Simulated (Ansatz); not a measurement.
# A hypothetical structure for RbGeF3, part 2 of 2

Starting from a made-up structure for RbGeF3, the aim is the relaxed cell, its shortest contacts and, where a second run follows, its electronic structure.

Ansatz 0.2.0; DFT, r2SCAN, plane-wave PAW, files of the set soft_1, scalar-relativistic, no spin, cell and ions relaxed at zero pressure; PAW set soft_1 (the session's first sound run).

So far: Starting point; Relaxing cell and atoms. The relaxed cell has a = 4.426 Å (conventional setting).

### 3. Bands of the relaxed cell

With the geometry fixed, one more self-consistent run, with a narrower smearing and the mesh shown in its input, gives the bands, and its pressure, and its forces where symmetry allows any, show how far the geometry depends on these settings.

This step: DFT, r2SCAN, plane-wave PAW, files of the set soft_1, scalar-relativistic, no spin, bands and density of states at the relaxed cell; PAW set soft_1 (Ansatz 0.2.0).

The input, input.yaml:

```yaml
crystal:
  lattice:
    - [4.4256238893, 0.0, 0.0]
    - [0.0, 4.4256238893, 0.0]
    - [0.0, 0.0, 4.4256238893]
  atoms:
    - { symbol: Rb, position: [0.0, 0.0, 0.0] }
    - { symbol: Ge, position: [0.5, 0.5, 0.5] }
    - { symbol: F, position: [0.5, 0.5, 0.0] }
    - { symbol: F, position: [0.5, 0.0, 0.5] }
    - { symbol: F, position: [0.0, 0.5, 0.5] }
kpoints:
  mp_grid: { grid: [8, 8, 8] }
  band_path:
    path:
      - [[0.0, 0.0, 0.0], [0.0, 0.5, 0.0], [0.5, 0.5, 0.0], [0.0, 0.0, 0.0], [0.5, 0.5, 0.5], [0.0, 0.5, 0.0]]
      - [[0.5, 0.5, 0.0], [0.5, 0.5, 0.5]]
    npoints: 13
scf:
  occupations: { method: fermi_dirac, width: 0.03 }
  n_extra_bands: 9
hamiltonian:
  xc: r2scan
  pseudopotentials: { kind: paw, azcp: { folder: soft_1 } }
output:
  forces: true
  stress: true
  write_bands: true
  dos: { projected: true }
  write_density: true
  write_potential: true
  elf: true
  volumetric_format: npy
```

Command:

```sh
ansatz run input.yaml --threads 4 --pin off --max-ram 8192MiB --backend cpu --events-out ev --progress --plain --runs-dir out
```

Numbers of over 12 decimals in the logs are rounded to 6 here.

The log of the run:

```text
[...]
Crystal: 5 atoms, lattice volume = 86.681 Å³
Basis set: ecut = 500 eV, 2205 PW (Γ), exchange–correlation on 144×144×144 points (64 copies of the dense FFT grid, shifted against one another)
Bands: 31, of which v1, the nominal top of the filled ones, is band 22 counted from 1 (21 counted from 0)
Symmetry: 48 space group operations
[...]
k-points: 35 of 512
[...]
SCF iter   1: F=—  HF=-10017.313259 eV  |F-HF|=—  |Δ(HF+E_count)|=         —  Δρ=1.32e-1  dr2=1.25e1  dr2_τ=1.37e-1  ethr=3.10e-3  ⟨swp⟩=6.7  Hψ=5679  notcnv=0
[...]
SCF iter   9: F=-10013.606311 eV  HF=-10013.606311 eV  |F-HF|=4.90e-9  |Δ(HF+E_count)|=   2.08e-7  Δρ=3.36e-6  dr2=1.14e-8  dr2_τ=4.63e-10  ethr=2.27e-10  ⟨swp⟩=16.6  Hψ=8528  notcnv=0
SCF 1 converged in 9 iterations: F = -10013.606311 eV  dr2 = 1.14e-8
[...]
NSCF: frozen V_eff on 80 k-points
SCF converged after 9 iterations
Free energy (F): -10013.606311 eV
[...]
Internal energy: -10013.606311 eV  (E = F + TS)
E sigma→0 (E₀):  -10013.606311 eV
Fermi energy:    7.239997 eV
[...]
--- Stress (GPa, compression-positive) ---
       -0.005773      -0.000000       0.000000
        0.000000      -0.005773      -0.000000
       -0.000000      -0.000000      -0.005773
  P = ⅓ Tr σ = -0.0058 GPa (-0.058 kbar)
--- Band table (eV; the first three rows and the last of 35) ---
  k-point 0: bands = [... 18 lower, 0.8539, 0.9919, 0.9919, 0.9919, 10.4579, 11.4459, 11.4459, 12.3300, ... 5 higher]
  k-point 1: bands = [... 18 lower, 0.8370, 0.9728, 0.9728, 1.2472, 10.4846, 11.4928, 11.5583, 12.1738, ... 5 higher]
  k-point 2: bands = [... 18 lower, 0.7989, 0.9240, 0.9240, 2.0673, 10.0917, 11.8443, 11.9105, 11.9105, ... 5 higher]
  k-point 34: bands = [... 18 lower, 1.2496, 1.2496, 1.2496, 6.2275, 8.2889, 8.2889, 8.2889, 14.5935, ... 5 higher]
```

Run time: 5.2 s. Hardware: 4 threads of Intel Xeon Platinum 8375C at 2.90GHz (Ice Lake), shared host; peak memory 0.67 GiB.

Reading the cycles: dr2 is the Hartree energy of the density residual (eV), the measure of convergence; HF is the Harris–Foulkes estimate of the energy, which meets the free energy F at convergence.

Numbers from this step:

```yaml
free_energy: -10013.6063 eV
fermi_energy: 7.240 eV
pressure: -0.005773 GPa
gap_on_the_k_mesh: 2.061 eV
```

From bands.tsv. The electronic bands at the labelled points (eV, zero at the valence top; v1 is the highest filled band, c1 the lowest empty one):

| point | v4 | v3 | v2 | v1 | c1 | c2 | c3 | c4 |
| --- | --- | --- | --- | --- | --- | --- | --- | --- |
| Γ | -5.37 | -5.24 | -5.24 | -5.24 | 4.23 | 5.22 | 5.22 | 6.10 |
| 0.46 of the way | -5.42 | -5.29 | -5.29 | -4.31 | 3.96 | 5.57 | 5.65 | 5.72 |
| X | -5.47 | -5.38 | -5.38 | -2.83 | 2.75 | 5.43 | 5.43 | 6.07 |
| 0.46 of the way | -5.47 | -5.41 | -5.17 | -2.33 | 2.81 | 4.40 | 5.41 | 6.27 |
| M | -5.54 | -5.54 | -4.99 | -1.31 | 2.85 | 2.85 | 5.38 | 6.21 |
| 0.54 of the way | -5.37 | -5.35 | -5.19 | -3.60 | 4.11 | 4.46 | 5.58 | 6.01 |
| Γ | -5.37 | -5.24 | -5.24 | -5.24 | 4.23 | 5.22 | 5.22 | 6.10 |
| 0.54 of the way | -5.20 | -5.20 | -5.16 | -2.48 | 3.76 | 3.76 | 4.11 | 6.85 |
| R | -4.98 | -4.98 | -4.98 | 0.00 | 2.06 | 2.06 | 2.06 | 8.37 |
| 0.46 of the way | -5.21 | -5.20 | -5.09 | -1.61 | 2.58 | 3.52 | 4.04 | 7.07 |
| X | -5.47 | -5.38 | -5.38 | -2.83 | 2.75 | 5.43 | 5.43 | 6.07 |
| jump to M | -5.54 | -5.54 | -4.99 | -1.31 | 2.85 | 2.85 | 5.38 | 6.21 |
| 0.46 of the way | -5.22 | -5.22 | -4.98 | -0.95 | 2.48 | 2.48 | 3.91 | 6.88 |
| R | -4.98 | -4.98 | -4.98 | 0.00 | 2.06 | 2.06 | 2.06 | 8.37 |

Counts of states for the cell as run, both spins, by energy window (eV from the valence-band top):

```csv
from,to,total
-8,-7,1.87
-7,-6,3.77
-6,-5,10.33
-5,-4,0.20
-4,-3,0.39
-3,-2,0.80
-2,-1,0.57
-1,0,0.09
0,1,0.00
1,2,0.00
2,3,1.13
3,4,1.78
4,5,1.53
5,6,1.87
6,7,3.09
```

A further 26.0 states lie below the table's range.

Valence density in the ac plane at fractional y = 0.500, with atoms of Ge and F within 0.2 Å of it. It is the smooth field of the valence electrons, not physical close to the nuclei.

Ten steps, logarithmic in the rise over the least value, from '_' (0 e/Å³) to '@' (34 e/Å³), each cell a mean:
```
________..--**##++::..______
________..::====--..________
__________....::..__________
..________........________..
--::..__....----::..____..::
**==::....--**##++::....--++
##**--..::==@@@@##--..::==##
##++--....==%%@@**--....==**
==--......::====--......::--
....______....::....____....
__________........__________
__________..----::..________
________..--++**==::________
________..==####**--..______
```
Columns run along a (4.4 Å), rows up along c (4.4 Å). Atoms in or near the plane, at fractional coordinates: Ge at (0.50, 0.50), F at (0.50, 0.00), F at (0.00, 0.50).

ELF in the ac plane at fractional y = 0.500, with atoms of Ge and F within 0.2 Å of it. It is the smooth field of the valence electrons, not physical close to the nuclei.

Ten even steps from '0' (0.00) to '9' (0.80), each cell a mean:
```
00037998996100
00014799863000
11001345420001
65201233321036
98513555552269
99724544453489
79834557453598
89834545453499
99624655552379
86312444431147
32001233210013
00003688752000
00026999985100
00038987996100
```
Columns run along a (4.4 Å), rows up along c (4.4 Å). Atoms in or near the plane, at fractional coordinates: Ge at (0.50, 0.50), F at (0.50, 0.00), F at (0.00, 0.50).

Electrostatic potential energy in the ac plane at fractional y = 0.500, with atoms of Ge and F within 0.2 Å of it. With pseudopotentials it is smooth inside the atoms' cores, unlike the true potential.

Values in eV, 14 rows by 14 columns, each cell a mean:
```
  9   9   9  10   9 -10 -31 -34 -26   1  10  10   9   9
  9   9  10  10   9   4 -12 -17  -6   7   9  10   9   9
 10  10  10   9   8   7   5   4   6   8   9   9  10  10
 10  10   9   8   6   2  -2  -3  -1   4   7   9   9  10
 -3   4   8   6   1  -8 -15 -16 -13  -4   4   8   7   1
-30 -20   2   4  -5 -17 -16 -15 -17 -13  -1   6  -6 -26
-35 -30  -6   3  -9 -17 -14 -14 -15 -16  -3   4 -17 -34
-34 -26  -2   4  -7 -17 -15 -14 -16 -15  -2   5 -12 -31
-15  -4   7   6  -1 -13 -17 -17 -17  -8   2   7   4 -10
  8   9   9   7   4  -1  -7  -9  -5   1   6   8   9   9
 10  10   9   9   7   6   4   3   4   6   8   9  10  10
  9   9  10   9   9   7  -2  -6   2   8   9  10  10   9
  9   9   9  10   9  -4 -26 -30 -20   4  10  10   9   9
  9   9   9  10   8 -15 -34 -35 -30  -3  10  10   9   9
```
Columns run along a (4.4 Å; values clipped at the 3rd and 97th percentile), rows up along c (4.4 Å). Atoms in or near the plane, at fractional coordinates: Ge at (0.50, 0.50), F at (0.50, 0.00), F at (0.00, 0.50).

### 4. What came out

```yaml
space_group_relaxed: Pm-3m
conventional_cell: a = 4.426, b = 4.426, c = 4.426 Å; α = 90.0°, β = 90.0°, γ = 90.0°
volume_per_atom: 17.34 Å³ (guess 21.11)
```

What this shows: RbGeF3 relaxes to Pm-3m with a = 4.426, b = 4.426 and c = 4.426 Å. The guessed volume was 22 % too large. The space group Pm-3m was held in the relaxation, so the end point is a stationary structure within it and may be a saddle against distortions or other arrangements. It has a direct Kohn–Sham gap of 2.06 eV, which semilocal functionals understate. On the 8×8×8 mesh with the narrower smearing (relaxed on 6×6×6) the forces vanish, as symmetry may demand, and the largest stress component is 0.006 GPa, within the relaxation's thresholds of 0.015 eV/Å and 0.05 GPa. The cutoff wasn't tested. No dispersion term is used, so weakly bound directions may come out too long. Nothing here tests whether the compound is stable against decomposition.

[Logs are printed without paths, hosts, clocks, repeated set-up lines and the standing remarks that a program may print on its own settings, such as how far it seeks lower states.]

[Hosts, paths, dates, database ids (printed as entryN), source tags and the programs' standing remarks are cut or masked in the printed files.]
